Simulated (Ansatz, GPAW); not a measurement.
# How VAgS3 (model structure) absorbs and reflects light, part 3 of 3

Aim: the dielectric function of VAgS3 (model structure), and the optical constants that follow from it. The cell was made here by substitution or stacking, whether or not such a phase is known. It was built so: All Nb replaced by V and O replaced by S in the Pm-3m structure of NbAgO3. The cell is first relaxed with Ansatz.

GPAW 26.7.0; DFT, RPBE, plane-wave PAW (GPAW data sets), scalar-relativistic, RPA, optical limit.

So far. Step 3 (Ground state): There are states at the Fermi level within the smearing, so the occupations stay smeared and the carriers get a Drude term.

**5. Dielectric function, RPA**

Transitions between filled and empty bands, summed over the zone, give the optical response, so mesh, band count and broadening shape it.

The induced potential is part of this response.

This step: DFT, RPBE, plane-wave PAW (GPAW data sets), scalar-relativistic, RPA, optical limit (GPAW 26.7.0).

File df.py:

```python
from gpaw.response.df import DielectricFunction

df = DielectricFunction('full.gpw', frequencies={'type': 'nonlinear', 'domega0': 0.03, 'omega2': 8},
                        ecut=80,
                        eta=0.1,
                        nbands=58,
                        rate=0.2,
                        txt='df.txt')
for direction in ['x']:
    df.get_dielectric_function(xc='RPA', direction=direction, filename=f'df_{direction}.csv')
```

On the command line:

```
> OMP_NUM_THREADS=1 python df.py
```

The log of the run:

```text
Using integrator: PointIntegrator
NonLinearFrequencyDescriptor(from 0.000 to 88.070 eV, 529 points)
Nonperiodic BCs:  [False False False]
Using integrator: PointIntegrator
NonLinearFrequencyDescriptor(from 0.000 to 88.070 eV, 529 points)
Nonperiodic BCs:  [False False False]
Using integrator: PointIntegrator

Calculating chi0 body with:
    Ground state adapter containing:
    Number of spins: 2
    Number of kpoints: 512
    Number of irreducible kpoints: 35
    Number of completely occupied states: 21
    Number of partially occupied states: 30

    Linear response parametrization:
    q_c: [0.0, 0.0, 0.0]
    Number of frequency points: 529
    Planewave cutoff: 80.0
    Number of bands: 58
    Number of planewaves: 171
    Broadening (eta): 0.1

Integrating chi0 body.

Symmetries of q_c:
    Direct symmetries (Uq -> q): 48
    Indirect symmetries (TUq -> q): 0
In total 48 allowed symmetries.

35 groups of equivalent kpoints. 93.1640625% reduction.

Integral kind: spectral function

Calculating chi0 optical extensions with:
    Ground state adapter containing:
    Number of spins: 2
    Number of kpoints: 512
    Number of irreducible kpoints: 35
    Number of completely occupied states: 21
    Number of partially occupied states: 30

    Linear response parametrization:
    Number of frequency points: 529
    Planewave cutoff: 80.0
    Number of bands: 58
    Number of planewaves: 171
    Broadening (eta): 0.1
Integrating chi0 head and wings.

Symmetries of q_c:
    Direct symmetries (Uq -> q): 48
    Indirect symmetries (TUq -> q): 0
In total 48 allowed symmetries.

35 groups of equivalent kpoints. 93.1640625% reduction.

Integral kind: spectral function wings

Calculating drude chi0 with:
    Number of frequency points:529
    Plasma frequency decay rate: 0.2 eV

    Ground state adapter containing:
    Number of spins: 2
    Number of kpoints: 512
    Number of irreducible kpoints: 35
    Number of completely occupied states: 21
    Number of partially occupied states: 30

Symmetries of q_c:
    Direct symmetries (Uq -> q): 48
    Indirect symmetries (TUq -> q): 0
In total 48 allowed symmetries.

35 groups of equivalent kpoints. 93.1640625% reduction.

Integral kind: intraband
Plasma frequency:
[[3.86+0.j 0.  +0.j 0.  +0.j]
 [0.  +0.j 3.86+0.j 0.  +0.j]
 [0.  +0.j 0.  +0.j 3.86+0.j]]
```

Run time: 77 s. Hardware: 1 thread of Arm Neoverse V1, shared host; peak memory 1 GiB.

Some rows of df_x.csv (energy; Re and Im without local fields; Re and Im with them):

```text
0.000000, 482.836438, 0.000000, 481.480880, 0.000000
0.555532, -2.509389, 63.117881, -3.892134, 62.087893
1.143969, -12.020830, 25.870217, -12.148462, 25.305721
1.768324, -7.392707, 8.153040, -7.710342, 8.045732
2.431988, -1.792485, 4.812632, -2.089761, 4.781567
3.138794, 1.162622, 4.714561, 0.722813, 4.640844
3.893091, 1.489460, 5.583609, 1.081254, 5.246967
4.699832, 2.554591, 5.079292, 2.044628, 4.643351
5.564682, 0.383193, 4.032109, 0.030368, 3.799393
6.494155, 1.280684, 3.606797, 0.902580, 3.128446
7.495775, 1.442216, 4.035455, 0.955258, 3.445818
8.578281, -0.360875, 3.382131, -0.533591, 2.928318
9.751884, -0.410318, 3.157392, -0.273489, 2.568688
11.028587, 0.012209, 1.704935, -0.252749, 1.402016
12.422601, -0.212722, 2.397893, -0.086976, 1.475230
13.950874, -0.763090, 1.932515, 0.109531, 1.282147
15.633783, -0.740171, 0.994405, 0.131495, 1.020256
17.496047, -0.391864, 0.609550, 0.307129, 0.957535
19.567954, -0.037645, 0.340946, 0.130175, 0.560243
```

The Im ε, E ∥ x has structure finer than the step of the table below, so its rows give means over 0.5 eV, whole bins alone (the curve runs from 0.619 to 19.9 eV). Peaks (eV: height): 2.82: 5.58, 3.89: 5.25, 4.93: 5.65, 8.21: 4.48.

Sum at mesh points, not converged in k. Table of Im ε, E ∥ x by photon energy; means over each step:

photon energy (eV), Im ε, E ∥ x and a bar:
```
      1.0       34.3 ##############################
      1.5       15.3 #############
      2.0        7.5 ######
      2.5        4.8 ####
      3.0        5.0 ####
      3.5        4.6 ####
      4.0        4.8 ####
      4.5        4.1 ###
      5.0        5.4 ####
      5.5        4.2 ###
      6.0        3.4 ##
      6.5        3.4 ##
      7.0        3.1 ##
      7.5        3.4 ##
      8.0        3.9 ###
      8.5        3.2 ##
      9.0        2.8 ##
      9.5        2.5 ##
     10.0        2.3 ##
     10.5        2.0 #
     11.0        1.4 #
     11.5        1.6 #
     12.0        1.7 #
     12.5        1.5 #
     13.0        1.5 #
     13.5        1.3 #
     14.0        1.3 #
     14.5        1.1 
     15.0        1.1 
     15.5        1.1 
     16.0        1.0 
     16.5        1.0 
     17.0        0.8 
     17.5        1.0 
     18.0        1.0 
     18.5        0.8 
     19.0        0.7 
     19.5        0.6
```

Values under 1 per cm are given as 1; sum at mesh points, not converged in k. Table of absorption coefficient, E ∥ x by photon energy:

| photon energy (eV) | absorption coefficient, E ∥ x (1/cm) |
| --- | --- |
| 1.010 | 5.1e5 |
| 1.486 | 5.8e5 |
| 1.985 | 5.1e5 |
| 2.508 | 4.4e5 |
| 3.018 | 4.7e5 |
| 3.510 | 4.4e5 |
| 3.980 | 6.0e5 |
| 4.516 | 5.1e5 |
| 4.981 | 7.6e5 |
| 5.515 | 7.9e5 |
| 6.021 | 7.2e5 |
| 6.494 | 7.1e5 |
| 6.985 | 7.7e5 |
| 7.496 | 8.7e5 |
| 8.026 | 1.0e6 |
| 8.516 | 1.2e6 |
| 9.023 | 1.1e6 |
| 9.483 | 1.1e6 |
| 10.026 | 1.1e6 |
| 10.519 | 1.3e6 |
| 11.029 | 1.0e6 |
| 11.479 | 9.5e5 |
| 12.023 | 1.1e6 |
| 12.504 | 1.1e6 |
| 13.000 | 1.1e6 |
| 13.512 | 1.1e6 |
| 14.040 | 1.1e6 |
| 14.493 | 1.0e6 |
| 14.960 | 1.1e6 |
| 15.536 | 1.1e6 |
| 16.031 | 1.1e6 |
| 16.541 | 1.2e6 |
| 16.959 | 9.6e5 |
| 17.496 | 1.0e6 |
| 18.049 | 1.3e6 |
| 18.504 | 1.1e6 |
| 18.969 | 1.1e6 |
| 19.447 | 1.0e6 |

The reflectivity at normal incidence, E ∥ x has structure finer than the step of the table below, so its rows give means over 0.5 eV, whole bins alone (the curve runs from 0.619 to 19.9 eV). Peaks (eV: height): 5.27: 32.1, 8.33: 32.2, 18.16: 17.6.

Sum at mesh points, not converged in k. The reflectivity at normal incidence, E ∥ x by photon energy; means over each step:

| photon energy (eV) | reflectivity at normal incidence, E ∥ x (%) |
| --- | --- |
| 1.0 | 69.5 |
| 1.5 | 66.6 |
| 2.0 | 55.1 |
| 2.5 | 38.1 |
| 3.0 | 29.8 |
| 3.5 | 25.3 |
| 4.0 | 27.0 |
| 4.5 | 21.9 |
| 5.0 | 28.7 |
| 5.5 | 28.8 |
| 6.0 | 22.9 |
| 6.5 | 21.3 |
| 7.0 | 20.4 |
| 7.5 | 20.5 |
| 8.0 | 23.5 |
| 8.5 | 29.3 |
| 9.0 | 24.0 |
| 9.5 | 24.9 |
| 10.0 | 24.9 |
| 10.5 | 27.9 |
| 11.0 | 22.1 |
| 11.5 | 15.3 |
| 12.0 | 17.9 |
| 12.5 | 18.3 |
| 13.0 | 16.6 |
| 13.5 | 17.2 |
| 14.0 | 15.8 |
| 14.5 | 15.7 |
| 15.0 | 14.0 |
| 15.5 | 14.5 |
| 16.0 | 13.2 |
| 16.5 | 14.7 |
| 17.0 | 11.8 |
| 17.5 | 10.9 |
| 18.0 | 15.3 |
| 18.5 | 14.7 |
| 19.0 | 14.2 |
| 19.5 | 14.0 |

The Im ε, E ∥ x has structure finer than the step of the table below, so its rows give means over 0.5 eV, whole bins alone (the curve runs from 0.619 to 19.9 eV). Peaks (eV: height): without local fields 2.82: 5.66, 3.89: 5.58, 5.12: 6.11, 8.15: 5.32, 12.10: 2.87; with local fields 2.82: 5.58, 3.89: 5.25, 4.93: 5.65, 8.21: 4.48.

Sum at mesh points, not converged in k. Im ε, E ∥ x against photon energy; means over each step:

| photon energy (eV) | without local fields | with local fields |
| --- | --- | --- |
| 1.0 | 35.0 | 34.3 |
| 1.5 | 15.5 | 15.3 |
| 2.0 | 7.64 | 7.48 |
| 2.5 | 4.90 | 4.84 |
| 3.0 | 5.07 | 5.01 |
| 3.5 | 4.74 | 4.61 |
| 4.0 | 5.02 | 4.79 |
| 4.5 | 4.46 | 4.14 |
| 5.0 | 5.89 | 5.45 |
| 5.5 | 4.43 | 4.17 |
| 6.0 | 3.77 | 3.38 |
| 6.5 | 3.80 | 3.39 |
| 7.0 | 3.40 | 3.10 |
| 7.5 | 3.93 | 3.36 |
| 8.0 | 4.73 | 3.87 |
| 8.5 | 3.71 | 3.22 |
| 9.0 | 3.51 | 2.80 |
| 9.5 | 3.12 | 2.54 |
| 10.0 | 2.83 | 2.32 |
| 10.5 | 2.32 | 2.03 |
| 11.0 | 1.74 | 1.41 |
| 11.5 | 2.32 | 1.57 |
| 12.0 | 2.67 | 1.68 |
| 12.5 | 2.46 | 1.46 |
| 13.0 | 2.54 | 1.45 |
| 13.5 | 2.20 | 1.31 |
| 14.0 | 1.97 | 1.27 |
| 14.5 | 1.68 | 1.15 |
| 15.0 | 1.35 | 1.11 |
| 15.5 | 1.07 | 1.07 |
| 16.0 | 0.905 | 1.02 |
| 16.5 | 0.695 | 0.998 |
| 17.0 | 0.672 | 0.839 |
| 17.5 | 0.602 | 0.956 |
| 18.0 | 0.446 | 0.984 |
| 18.5 | 0.438 | 0.759 |
| 19.0 | 0.413 | 0.735 |
| 19.5 | 0.359 | 0.606 |

The loss function −Im 1/ε at q → 0, E ∥ x has structure finer than the step of the table below, so its rows give means over 1 eV, whole bins alone (the curve runs from 0.619 to 19.9 eV). Peaks (eV: height): 11.2: 0.778, 16.9: 1.18, 19.6: 1.69.

Sum at mesh points, not converged in k. The loss function −Im 1/ε at q → 0, E ∥ x by energy loss; means over each step:

| energy loss (eV) | loss function −Im 1/ε at q → 0, E ∥ x |
| --- | --- |
| 2 | 0.101 |
| 3 | 0.207 |
| 4 | 0.207 |
| 5 | 0.188 |
| 6 | 0.285 |
| 7 | 0.291 |
| 8 | 0.260 |
| 9 | 0.360 |
| 10 | 0.417 |
| 11 | 0.638 |
| 12 | 0.607 |
| 13 | 0.707 |
| 14 | 0.802 |
| 15 | 0.884 |
| 16 | 0.946 |
| 17 | 1.07 |
| 18 | 1.06 |
| 19 | 1.37 |

At chosen wavelengths:

| wavelength (nm) | n | k | R (%) | 1/α |
| --- | --- | --- | --- | --- |
| 1064 | 2.79 | 4.452 | 67.4 | 19 nm |
| 633 | 1.56 | 2.557 | 52.4 | 20 nm |
| 532 | 1.27 | 2.095 | 46.8 | 20 nm |
| 365 | 1.59 | 1.351 | 25.5 | 21 nm |
| 308 | 1.65 | 1.475 | 28.3 | 17 nm |
| 248 | 1.83 | 1.512 | 28.9 | 13 nm |
| 193 | 1.39 | 1.129 | 20.4 | 14 nm |

In reflection the computed colour is yellow: x = 0.356, y = 0.378, luminous reflectivity 49 %.

**6. What came out**

**Reading.** At this level (RPBE, RPA) VAgS3 is a metal. The mesh is too coarse to trust the carriers' weight, the reflectivity or the colour to better than tens of per cent. The cell shrank by 7.5 % in volume. In reflection the computed colour is yellow: x = 0.356, y = 0.378, luminous reflectivity 49 %. The carriers' damping of 0.2 eV is typed, not computed; it shapes the response at the lowest energies. The magnetic state comes from one start and need not be the lowest. In this version of GPAW the matrix elements of the optical limit are incomplete, which can lower ε − 1 by up to a tenth where first-row anions or d states rule, and shift it by more in d metals. GPAW's carrier term has the form −ωp²/(ω + i·rate)², which damps like twice the rate and fails at low energy, so the curves leave the lowest energies out. The sum runs over mesh points 0.17 Å⁻¹ apart with no interpolation, so peaks are partly noise of the mesh, and the Drude plasma energy, a sum over the Fermi surface, isn't converged.

[Machine, clock and banner lines and Python warnings are left out of the logs.]

[Logs are printed without paths, hosts, clocks, repeated set-up lines and the standing remarks that a program may print on its own settings, such as how far it seeks lower states.]

[Hosts, paths, dates, database ids (printed as entryN), source tags and the programs' standing remarks are cut or masked in the printed files.]
